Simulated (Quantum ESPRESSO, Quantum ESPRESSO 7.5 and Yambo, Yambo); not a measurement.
# Excitons of Bi2SO2 (Pnnm): kernels and approximations

Wanted: excitons and ε₂ of Bi2SO2 (Pnnm), with cost.

Main program and level: Quantum ESPRESSO 7.5 and Yambo 5.3.0; PBEsol and many-body steps on it, plane waves.

## (1) Set-up

The structure is orthorhombic, space group Pnnm (No. 58). Conventional cell: a = 3.877 Å, b = 11.964 Å, c = 3.843 Å, α = 90.00°, β = 90.00°, γ = 90.00°. Nearest to Bi lie 4 O at 2.24 to 2.38 Å and 2 S at 3.05 Å. S has 4 Bi at 3.05 Å nearest. Nearest to O lie 4 Bi at 2.24 to 2.38 Å. Farther neighbours and most contacts between anions are not listed.

The cell and positions are those that the Materials Project relaxed with its own functionals (PBE, PBE+U or r2SCAN), kept fixed. Spin-orbit coupling is left out unless a step names it.

## (2) Empty states on the mesh, 4×1×4 mesh, 252 bands

This step: Quantum ESPRESSO 7.5; DFT, PBEsol, plane waves, norm-conserving pseudopotentials.

The sums over transitions need many empty states on a uniform mesh; this step solves for them.

The input, pw.in:

```
&control
  calculation = 'nscf'
  prefix = 'x'
  outdir = 'o'
  pseudo_dir = 'pseudo'
/
&system
  ibrav = 0
  nat = 10
  ntyp = 3
  ecutwfc = 76.0
  nbnd = 252
  force_symmorphic = .true.
/
&electrons
  conv_thr = 1e-9
  electron_maxstep = 80
  diago_full_acc = .true.
  diago_thr_init = 5e-6
/
ATOMIC_SPECIES
  Bi 208.98 Bi.upf
  S 32.06 S.upf
  O 15.999 O.upf
CELL_PARAMETERS angstrom
  3.8772959500 0.0000000000 0.0000000000
  0.0000000000 11.9636884400 0.0000000000
  0.0000000000 0.0000000000 3.8426028900
ATOMIC_POSITIONS crystal
  Bi 0.4193374000 0.8561208300 0.5000000000
  Bi 0.5806626000 0.1438791700 0.5000000000
  Bi 0.9193374000 0.6438791700 0.0000000000
  Bi 0.0806626000 0.3561208300 0.0000000000
  S 0.0000000000 0.0000000000 0.0000000000
  S 0.5000000000 0.5000000000 0.5000000000
  O 0.4409972500 0.7491085300 0.0000000000
  O 0.5590027500 0.2508914700 0.0000000000
  O 0.9409972500 0.7508914700 0.5000000000
  O 0.0590027500 0.2491085300 0.5000000000
K_POINTS automatic
  4 1 4 0 0 0
```

Launch:

```console
$ OMP_NUM_THREADS=1 mpirun -n 4 pw.x -nk 4 -in pw.in > pw.out
```

The program printed:

```text
Program PWSCF v.7.5 starts

     This program is part of the open-source Quantum ESPRESSO suite
     for quantum simulation of materials; please cite
         "P. Giannozzi et al., J. Phys.:Condens. Matter 21 395502 (2009);
         "P. Giannozzi et al., J. Phys.:Condens. Matter 29 465901 (2017);
         "P. Giannozzi et al., J. Chem. Phys. 152 154105 (2020);
     in publications or presentations arising from this work. More details at

     Atomic positions and unit cell read from directory:
     o/x.save/

     Message from routine setup:
[...]
16.9728  16.9728  17.0432  17.0432  18.7100  18.7100  20.7248  20.7248
     [... 20 further rows ...]
    61.0826  61.0826  61.1016  61.1016  61.8411  61.8411  62.1978  62.1978
    62.8220  62.8220  62.9515  62.9515

          k = 0.2500 0.0000 0.0000 ( 13426 PWs)   bands (ev):

     [... further k-points ...]

     highest occupied, lowest unoccupied level (ev):    11.4496   12.2481

     XML data file, pseudopotentials, collected wavefunctions

=------------------------------------------------------------------------------=
   JOB DONE.
=------------------------------------------------------------------------------=
```

Run time: 2.3 min. Hardware: 4 MPI ranks of Arm Neoverse V1, shared host; peak memory 1.5 GiB.

This step gave:

```
gap                                                           : 0.7985 eV
k of the valence top                                          : -0.5, 0, 0
k of the conduction bottom                                    : 0, 0, 0
least direct gap                                              : 1.142 eV
k points computed                                             : 9
lowest point of the top converged band, above the valence top : 50.2253 eV
```

On this mesh the gap is 0.798 eV.

The density comes from a self-consistent run that is not shown.

## (3) Conversion and set-up

This step: Yambo 5.3.0; conversion and set-up on PBEsol, plane waves, norm-conserving pseudopotentials.

The states are converted to the many-body program's format and the q mesh is built.

Launch:

```console
$ (cd o/x.save; p2y > p2y.log; mv SAVE ../..); yambo > setup.log
```

The program printed:

```text
 Yambo, version 5.3.0

 [02] CORE Variables Setup
 =========================

  [02.01] Unit cells
  ==================

  Cell kind             :  Unknown
  Atoms in the cell     :  Bi  S  O
  number of Bi atoms    :   4
  number of S  atoms    :  2
  number of O  atoms    :   4

  List of atomic masses
  Mass of Bi    :  208.9800
  Mass of S     :  32.06000
  Mass of O     :  15.99900

  List of atomic coordinates    : [cc]
  Bi1       :   3.07250  19.35526   3.63073  order 1
  Bi2       :  4.254531  3.252834  3.630734  order 2
[...]
==========================================

 IBZ Q-points                                      :   9
 BZ  Q-points                                      :  16

 K/Q-points units:
 rlu = crystal or reduced units; cc = cartesian coordinates; iku = interal k-units

 Q [1]          [rlu]:  0.000000  0.000000  0.000000
 Q [2]          [rlu]:  0.000000  0.000000  0.250000
 Q [3]          [rlu]:  0.000000  0.000000 -0.500000
[...]
Q [8]          [rlu]: -0.500000  0.000000  0.250000
 Q [9]          [rlu]: -0.500000  0.000000 -0.500000

  [03.01] X indexes
  =================

   [03.01.01] Sigma indexes
   ========================

 [06] Game Over & Game summary
```

It took 3.8 s on 1 MPI rank; peak memory 0.25 GiB.

## (4) Screening and self-energy, 4×1×4 mesh, 252 bands, screening to 115.6 eV

G0W0 replaces the xc potential by the self-energy, built once from these orbitals. Only a window of levels is corrected, while the sums run over the empty bands that the input names.

This step: G0W0 on PBEsol, plane waves, norm-conserving pseudopotentials.

The input, gw1.in:

```
HF_and_locXC
gw0
dyson
ppa
em1d
rim_cut
RandQpts= 1000000
RandGvec= 1 RL
EXXRLvcs= 76 Ry
VXCRLvcs= 304 Ry
Chimod= "HARTREE"
% BndsRnXp
 1 | 252 |
%
NGsBlkXp= 8.5 Ry
% LongDrXp
 1 | 1 | 1 |
%
% GbndRnge
 1 | 252 |
%
DysSolver= "n"
ExtendOut
PPAPntXp= 27.21138 eV
% QPkrange
 1 | 9 | 53 | 68 |
%
```

Launch:

```console
$ OMP_NUM_THREADS=1 mpirun -n 4 yambo -F gw1.in -J gw1 -C gw1 > gw1.log
```

The program printed:

```text
 Yambo, version 5.3.0

 [02] CORE Variables Setup
 =========================

  [... cell, symmetries and grids as in the set-up ...]

  [02.05] Energies & Occupations
  ==============================

  [X] === General ===
  [X] Electronic Temperature                        :  0.000000  0.000000 [eV K]
  [X] Bosonic    Temperature                        :  0.000000  0.000000 [eV K]
  [X] Finite Temperature mode                       : no
  [X] El. density                                   :  0.71811E+24 [cm-3]
[...]
Sx RL components                                 :  13475

   QP @ state[ 1 ] K range                          :   1   9
   QP @ state[ 1 ] b range                          :   53   68
   GF energies kind                                 : Perdew, Burke & Ernzerhof SOL(X)+Perdew, Burke & Ernzerhof SOL(C)
   GF WF`s kind                                     : Perdew, Burke & Ernzerhof SOL(X)+Perdew, Burke & Ernzerhof SOL(C)
   Xs energies kind                                 : Perdew, Burke & Ernzerhof SOL(X)+Perdew, Burke & Ernzerhof SOL(C)
   Xs WF`s kind                                     : Perdew, Burke & Ernzerhof SOL(X)+Perdew, Burke & Ernzerhof SOL(C)

 [11] Game Over & Game summary
```

Wall time 31 min (4 MPI ranks); peak memory 6.5 GiB.

This step gave:

| Item | Value |
| --- | --- |
| G0W0 gap on the mesh | 1.342 eV |
| starting gap on the mesh | 0.7985 eV |
| k of the valence top | -0.5, 0, 0 |
| k of the conduction bottom | 0, 0, 0 |
| least direct G0W0 gap on the computed points | 2.024 eV |

The gap on the mesh goes from 0.80 eV to 1.34 eV, a correction of +0.54 eV.

The gap opens by 0.544 eV; the next steps shift the empty bands rigidly by 0.882 eV, the correction at the start's least direct gap.

## (5) Excitons

Optical absorption needs the electron-hole interaction, solved here in a basis of vertical transitions on the mesh.

This step: Bethe-Salpeter equation on PBEsol with a scissors shift, plane waves, norm-conserving pseudopotentials.

The input, bse3.in:

```
optics
bss
bse
em1s
dipoles
rim_cut
RandQpts= 1000000
RandGvec= 1 RL
Chimod= "HARTREE"
BSKmod= "SEX"
BSEmod= "resonant"
BSSmod= "d"
BSENGexx= 30 Ry
BSENGBlk= 6 Ry
% BSEQptR
 1 | 1 |
%
% BSEBands
 51 | 72 |
%
% BEnRange
 0 | 7 | eV
%
% BDmRange
 0.1 | 0.1 | eV
%
BEnSteps= 141
% BLongDir
 1 | 0 | 0 |
%
% BndsRnXs
 1 | 151 |
%
NGsBlkXs= 6 Ry
% LongDrXs
 1 | 1 | 1 |
%
% KfnQP_E
 0.882 | 1.0 | 1.0 |
%
WRbsWF
```

Launch:

```console
$ OMP_NUM_THREADS=1 mpirun -n 4 yambo -F bse3.in -J bse3 -C bse3 > bse3.log
```

The program printed:

```text
 Yambo, version 5.3.0

 [02] CORE Variables Setup
 =========================

  [... cell, symmetries and grids as in the set-up ...]

  [02.05] Energies & Occupations
  ==============================

  [X] === General ===
  [X] Electronic Temperature                        :  0.000000  0.000000 [eV K]
  [X] Bosonic    Temperature                        :  0.000000  0.000000 [eV K]
  [X] Finite Temperature mode                       : no
  [X] El. density                                   :  0.71811E+24 [cm-3]
  [X] Fermi Level                                   :  11.44959 [eV]

  [X] === Gaps and Widths ===
  [X] Conduction Band Min                           :  0.798483 [eV]
  [X] Valence Band Max                              :  0.000000 [eV]
  [X] Filled Bands                                  :   64
  [X] Empty Bands                                   :   65  252
  [X] Direct Gap                                    :  1.142046 [eV]
  [X] Direct Gap localized at k                     :  1
  [X] Indirect Gap                                  :  0.798483 [eV]
  [X] Indirect Gap between kpts                     :   7   1
  [X] Last valence band width                       :  1.035669 [eV]
  [X] 1st conduction band width                     :  2.279111 [eV]

 [03] Transferred momenta grid and indexing
 ==========================================

 [BZ sampling] Q-grid is User defined and/or read from the database

 IBZ Q-points                                      :   9
 BZ  Q-points                                      :  16

 K/Q-points units:
 rlu = crystal or reduced units; cc = cartesian coordinates; iku = interal k-units

 Q [1]          [rlu]:  0.000000  0.000000  0.000000
 Q [2]          [rlu]:  0.000000  0.000000  0.250000
 Q [3]          [rlu]:  0.000000  0.000000 -0.500000
 Q [4]          [rlu]:  0.250000  0.000000  0.000000
 Q [5]          [rlu]:  0.250000  0.000000  0.250000
 Q [6]          [rlu]:  0.250000  0.000000 -0.500000
 Q [7]          [rlu]: -0.500000  0.000000  0.000000
 Q [8]          [rlu]: -0.500000  0.000000  0.250000
 Q [9]          [rlu]: -0.500000  0.000000 -0.500000

  [03.01] X + BSE indexes
  =======================

   [03.01.01] Sigma indexes
   ========================

 [04] Coloumb potential Random Integration (RIM)
 ===============================================

  [04.01] RIM initialization
  ==========================

  * Diagonal components only detected *

  8 x (sBL volume)        :  0.103108 [a.u.]
  sBZ random points       :  1000000
  Points outside the sBZ  :   7992674
  RL volume               :  0.206217 [a.u.]
  Integrated volume       :  0.206406 [a.u.]

  [04.02] RIM integrals
  =====================

  Gamma point sphere radius             :  0.085058 [a.u.]
  Points outside the sphere             :   799838
  [Int_sBZ(q=0) 1/q^2]*(Vol_sBZ)^(-1/3) =:  7.621396
                                 should be <:  7.795600

  Summary of Coulomb integrals for non-metallic bands |Q|[au] RIM/Bare

  Q [1] 0.100000E-4 0.977654 * Q [4] 0.214384 0.988560
  Q [2] 0.216319 0.994636 * Q [5] 0.304556 1.017072
  Q [7] 0.428768 1.004826 * Q [3] 0.432639 1.005800
  Q [8] 0.480246 1.006224 * Q [6] 0.482842 1.006424
  Q [9] 0.609113 1.005053

 [WARNING] [Xs] User bands 1-151 break level degeneracy

 [05] External/Internal QP corrections
 =====================================

 [QP_apply] Action to be applied: USER defined scissor

  [05.01]  QP corrections report
  ==============================

  [K+QP] === General ===
  [K+QP] Electronic Temperature                     :  0.000000  0.000000 [eV K]
  [K+QP] Bosonic    Temperature                     :  0.000000  0.000000 [eV K]
  [K+QP] Finite Temperature mode                    : no
  [K+QP] El. density                                :  0.71811E+24 [cm-3]
  [K+QP] Fermi Level                                :  0.000000 [eV]

  [K+QP] === Gaps and Widths ===
  [K+QP] Conduction Band Min                        :  1.680483 [eV]
  [K+QP] Valence Band Max                           :  0.000000 [eV]
[...]
[K+QP] Indirect Gap between kpts                  :   7   1
  [K+QP] Last valence band width                    :  1.035669 [eV]
  [K+QP] 1st conduction band width                  :  2.279111 [eV]

  [coarse-grid] Minimum Bare Gap        [ev]:  0.798483
  [coarse-grid] Minimum Gap Correction  [ev]:  0.882000

  Eqp @ K [1]
  -153.0944 -153.0943 -153.0943 -153.0943  -91.1316  -91.1315  -91.1314  -91.1312
  -91.12375 -91.12373 -91.12362 -91.12360 -91.12063 -91.12060 -91.12045 -91.12043
  -22.68942 -22.68933 -22.49312 -22.47317 -22.47254 -22.47129 -22.46943 -22.45686
  -22.45504 -22.45248 -22.42556 -22.41148 -22.39936 -22.39824 -22.39591 -22.39015
  -22.38358 -22.37747 -22.36998 -22.36893 -19.28938 -19.26754 -16.59875 -16.59861
  -12.52572 -11.77759 -10.64731  -9.06558  -8.02778  -7.21847  -5.31714  -5.30544
[...]
[... 4 further rows ...]
[...]
Eqp @ K [2]
[...]
[... 4 further rows ...]
[...]
Eqp @ K [3]
[...]
[... 4 further rows ...]
[...]
Eqp @ K [4]
[...]
[... 4 further rows ...]
[...]
Eqp @ K [5]
[...]
[... 4 further rows ...]
[...]
[... 3 further k-points ...]
  Eqp @ K [9]
[...]
7.41046   7.41049   8.11822   8.11822   8.47659   8.47659  11.15721  11.15721
     [... 4 further rows ...]
   20.71364  20.71364  20.80246  20.80246  21.61055  21.61055  21.99857  21.99857
   22.46811  22.46811  22.66083  22.66083  23.20458  23.20458  23.60870  23.60870

 [06] Dipoles
 ============

  [06.01] Setup: observables and procedures
  =========================================

  [WARNING] [x,Vnl] slows the Dipoles computation. To neglect it rename the ns.kb_pp file

  [WARNING] [r,Vnl^pseudo] included in position and velocity dipoles.

  [WARNING] In case H contains other non local terms, these are neglected

 [07] Static Dielectric Matrix
 =============================

 [WR./bse3//ndb.em1s]------------------------------------------------------------
  Brillouin Zone Q/K grids (IBZ/BZ)                :   9  16   9  16
  RL vectors                                       :  16407 [WF]
  Coulomb cutoff potential                         : none
  Electronic Temperature                           :  0.000000 [K]
  Bosonic    Temperature                           :  0.000000 [K]
  Static diel. fun.  energies                      : Perdew, Burke & Ernzerhof SOL(X)+Perdew, Burke & Ernzerhof SOL(C)
  wavefunctions                                    : Perdew, Burke & Ernzerhof SOL(X)+Perdew, Burke & Ernzerhof SOL(C)
  Global Gauge                                     : length
  X matrix size                                    :  297
  X band range                                     :    1  151
  X e/h energy range                               : -1.000000 -1.000000 [eV]
  X Time ordering                                  : T
  X Hxc Kernel                                     : HARTREE
  X Drude frequency                                :  0.000000  0.000000
  X poles                                          :  100.0000 [o/o]
  RL vectors in the sum                            :  16407
  [r,Vnl] included                                 : yes
  Field direction                                  :  0.577350E-5  0.577350E-5  0.577350E-5
  BZ energy Double Grid                            : no
  BZ energy DbGd points                            : 0
  BZ Q point size factor                           : -1.000000
  X Optical Averaged directions                    : none

 [08] Bethe Salpeter Equation driver
 ===================================

  [08.01] Bethe Salpeter Equation @q1
  ===================================

   [08.01.01] Transition pre-analysis @q1
   ======================================

   [08.01.02] Transition Groups build-up @q1
   =========================================

   [BSK] Transition groups (total):  18
   [BSK] Size (resonant):  1792
   [BSK]         (total):  1792
   [BSK] N. of matrices :  1

   [08.01.03] Loading Dipoles @q1
   ==============================

   [08.01.04] Independent Particles properties @q1
   ===============================================

   ==========================================================

   [BSE] Exchange components :   3343
   [BSE] Correlation components :   297  1007

    [08.01.05.01] Screened interaction header I/O
    =============================================

    [08.01.05.02] Main kernel loop
    ==============================

    [08.01.05.03] Wave-Function Phases
    ==================================

    [BSE] WF phases found       :  69.44444 [o/o]

   [08.01.06] BSE solver(s) @q1
   ============================

   [08.01.07] Diago Solver @q1
   ===========================

 [11] Game Over & Game summary
```

Run time: 3.8 min. Hardware: 4 MPI ranks; peak memory 2.5 GiB.

Numbers from this step:

```
transitions in the window                                      : 1792
direct gap of the transition levels                            : 2.024 eV
lowest state                                                   : 1.873 eV
first strong exciton (over a fiftieth of the strongest listed) : 1.873 eV
binding of the lowest state below the direct gap               : 0.1508 eV
Coulomb term of one mesh cell                                  : 0.2039 eV
```

The binding is 0.74 times the screened Coulomb term of one mesh cell (0.20 eV), so it is not shown settled.

The lowest state lies at 1.873 eV, 0.151 eV under the direct gap.

Lines within 3 meV are set at the lowest of them, and the highest group, which the list may cut short, is left out. Lines of the exciton spectrum (strongest = 100):

| position (eV) | lines merged | strength, relative |
| --- | --- | --- |
| 1.873 | 1 | 13 |
| 1.930 | 1 | 0.0 |
| 2.107 | 1 | 0.0 |
| 2.438 | 1 | 32 |
| 2.454 | 1 | 0.0 |
| 2.468 | 1 | 0.0 |
| 2.548 | 1 | 0.0 |
| 2.613 | 1 | 14 |
| 2.624 | 1 | 0.0 |
| 2.630 | 1 | 100 |
| 2.637 | 1 | 0.0 |
| 2.649 | 1 | 0.0 |
| 2.782 | 1 | 0.0 |
| 2.789 | 3 | 24 |
| 2.796 | 1 | 0.0 |
| 2.807 | 2 | 0.0 |
| 2.822 | 1 | 0.0 |
| 2.841 | 1 | 0.0 |
| 3.047 | 1 | 0.0 |

The ε₂ has structure finer than the step of the table below, so its rows give means over 0.25 eV, whole bins alone (the curve runs from 0 to 7 eV). Peaks (eV: height): BSE 2.650: 46.2, 3.550: 28.5, 4.300: 17.7, 6.100: 13.6; no electron-hole interaction 2.800: 42.5, 3.750: 21.5, 4.500: 17.7, 4.900: 17.6, 6.300: 15.5.

Field along x; broadening 0.1 eV; transition window only. Limits: finite bands, cutoff and mesh; no spin-orbit coupling; coarse k mesh; exciton not shown settled in the k mesh. ε₂ against photon energy; means over each step:

| photon energy (eV) | BSE | no electron-hole interaction |
| --- | --- | --- |
| 0.25 | 0.208 | 0.171 |
| 0.50 | 0.254 | 0.205 |
| 0.75 | 0.321 | 0.252 |
| 1.00 | 0.425 | 0.320 |
| 1.25 | 0.609 | 0.429 |
| 1.50 | 1.05 | 0.635 |
| 1.75 | 3.38 | 1.26 |
| 2.00 | 4.38 | 3.76 |
| 2.25 | 7.61 | 3.43 |
| 2.50 | 29.1 | 11.3 |
| 2.75 | 28.7 | 32.1 |
| 3.00 | 7.22 | 17.4 |
| 3.25 | 5.97 | 4.80 |
| 3.50 | 20.9 | 6.32 |
| 3.75 | 16.7 | 18.7 |
| 4.00 | 8.04 | 16.2 |
| 4.25 | 14.0 | 8.65 |
| 4.50 | 12.3 | 14.9 |
| 4.75 | 12.9 | 14.0 |
| 5.00 | 11.4 | 16.4 |
| 5.25 | 10.8 | 11.1 |
| 5.50 | 7.39 | 8.47 |
| 5.75 | 9.27 | 7.31 |
| 6.00 | 11.6 | 9.30 |
| 6.25 | 8.35 | 12.6 |
| 6.50 | 5.47 | 9.01 |
| 6.75 | 4.97 | 6.99 |

(Part 1 of 4 ends here.)

[Paths, hosts, dates, memory and timing lines, banners, echoed tables and standing remarks are left out of the program output.]

[Logs are printed without paths, hosts, clocks, repeated set-up lines and the standing remarks that a program may print on its own settings, such as how far it seeks lower states.]

[Runs of the session that timed out or met a known fault of the program may be left out.]

[Hosts, paths, dates, database ids (printed as entryN), source tags and the programs' standing remarks are cut or masked in the printed files.]
